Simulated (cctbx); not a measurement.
# Reading a Patterson map

Space group Pmn2_1 (no. 31), a = 3.8680 Å, b = 12.2270 Å, c = 11.3790 Å, α = 90.00°, β = 90.00°, γ = 90.00°, content Bi6 Sb2 S12.

The data are simulated with cctbx, not measured: Mo Kα, λ = 0.71073 Å, to d = 0.84 Å, 70 % of the full sphere, strongest reflection 5000 counts, noise from counting, a 1.5 % proportional error and a noise floor of 2 counts (s.d.); no absorption.

Patterson synthesis, origin scaled to 1000:

```text
Patterson group P m m m
      u       v       w   height  length (A)
  0.000   0.000   0.000   1000.0     0.00
  0.500   0.436   0.500    269.2     8.04
  0.000   0.500   0.156    260.2     6.37
  0.500   0.230   0.500    243.3     6.64
  0.000   0.172   0.359    238.7     4.59
  0.000   0.332   0.206    220.6     4.69
  0.500   0.108   0.297    214.0     4.11
  0.500   0.395   0.140    205.1     5.44
  0.000   0.500   0.434    141.5     7.86
  0.000   0.000   0.444     80.5     5.05
  0.500   0.270   0.070     72.3     3.90
  0.500   0.082   0.173     69.8     2.94
  0.000   0.500   0.000     61.2     6.11
  0.000   0.500   0.303     59.4     7.02
```

**Question.** Which atom pairs make the peaks, and where is the heaviest atom?

A peak at u stands for all pairs with xi − xj = u, with weight Σ ZiZj against Σ Z² = 49608 at the origin. Peak heights follow these weights only roughly, since form factors, motion and series ripples differ, all vectors within 0.55 Å of a peak are counted as merged into it though the farther ones add only part of their weight, and F(000) is left out, which lowers the whole map:

| u | v | w | shortest length (Å) | height | 1000 ΣZiZj/ΣZ² | pairs in the cell |
| --- | --- | --- | --- | --- | --- | --- |
| 0.500 | 0.436 | 0.500 | 8.03 | 269 | 288 | 2 × Bi–Bi, 2 × S–S |
| 0.000 | 0.500 | 0.156 | 6.37 | 260 | 288 | 2 × Bi–Bi, 2 × S–S |
| 0.500 | 0.230 | 0.500 | 6.63 | 243 | 395 | 6 × Bi–S, 1 × Bi–Bi, 1 × Sb–Sb, 2 × Sb–S, 2 × S–S |
| 0.000 | 0.172 | 0.359 | 4.59 | 239 | 283 | 1 × Bi–Bi, 1 × Bi–Sb, 1 × Bi–S, 1 × Sb–S, 3 × S–S |
| 0.000 | 0.332 | 0.206 | 4.69 | 221 | 267 | 1 × Bi–Bi, 1 × Bi–Sb, 1 × Bi–S, 1 × Sb–S |
| 0.500 | 0.108 | 0.297 | 4.11 | 214 | 229 | 1 × Bi–Bi, 1 × Bi–Sb, 1 × S–S |
| 0.500 | 0.395 | 0.140 | 5.44 | 205 | 235 | 1 × Bi–Bi, 1 × Bi–Sb, 2 × S–S |
| 0.000 | 0.500 | 0.434 | 7.86 | 142 | 171 | 2 × Bi–Sb |
| 0.000 | 0.000 | 0.444 | 5.05 | 80 | 194 | 6 × Bi–S, 2 × Sb–S |
| 0.500 | 0.270 | 0.070 | 3.91 | 72 | 122 | 1 × Bi–Sb, 1 × Bi–S, 2 × S–S |

The table stops at ten peaks or at a height of 45, below which ripples compete. In the model behind the data Bi, the heaviest element, has 3 independent sites: (0, 0.1139, 0.0293), (1/2, 0.2242, 0.3275) and (0, 0.2870, 0.6698), up to an allowed shift of origin; the Bi–Bi vectors are differences of these positions and their symmetry mates. The whole model:

| atom | mult. | x | y | z | Ueq (Å²) |
| --- | --- | --- | --- | --- | --- |
| Bi1 | 2 | 0 | 0.1139 | 0.0293 | 0.0092 |
| Bi2 | 2 | 1/2 | 0.2242 | 0.3275 | 0.0086 |
| Bi3 | 2 | 0 | 0.2870 | 0.6698 | 0.0079 |
| Sb1 | 2 | 1/2 | 0.3971 | 0.9627 | 0.0116 |
| S1 | 2 | 0 | 0.3022 | 0.1280 | 0.0193 |
| S2 | 2 | 1/2 | 0.0572 | 0.1804 | 0.0184 |
| S3 | 2 | 0 | 0.1280 | 0.4408 | 0.0169 |
| S4 | 2 | 1/2 | 0.2100 | 0.8707 | 0.0167 |
| S5 | 2 | 0 | 0.4549 | 0.8015 | 0.0151 |
| S6 | 2 | 1/2 | 0.3754 | 0.5568 | 0.0145 |

The model was made for the exercise: a known structure type with other elements put in, its volume estimated, not relaxed; displacement parameters are assumed.

[Logs are printed without paths, hosts, clocks, repeated set-up lines and the standing remarks that a program may print on its own settings, such as how far it seeks lower states.]
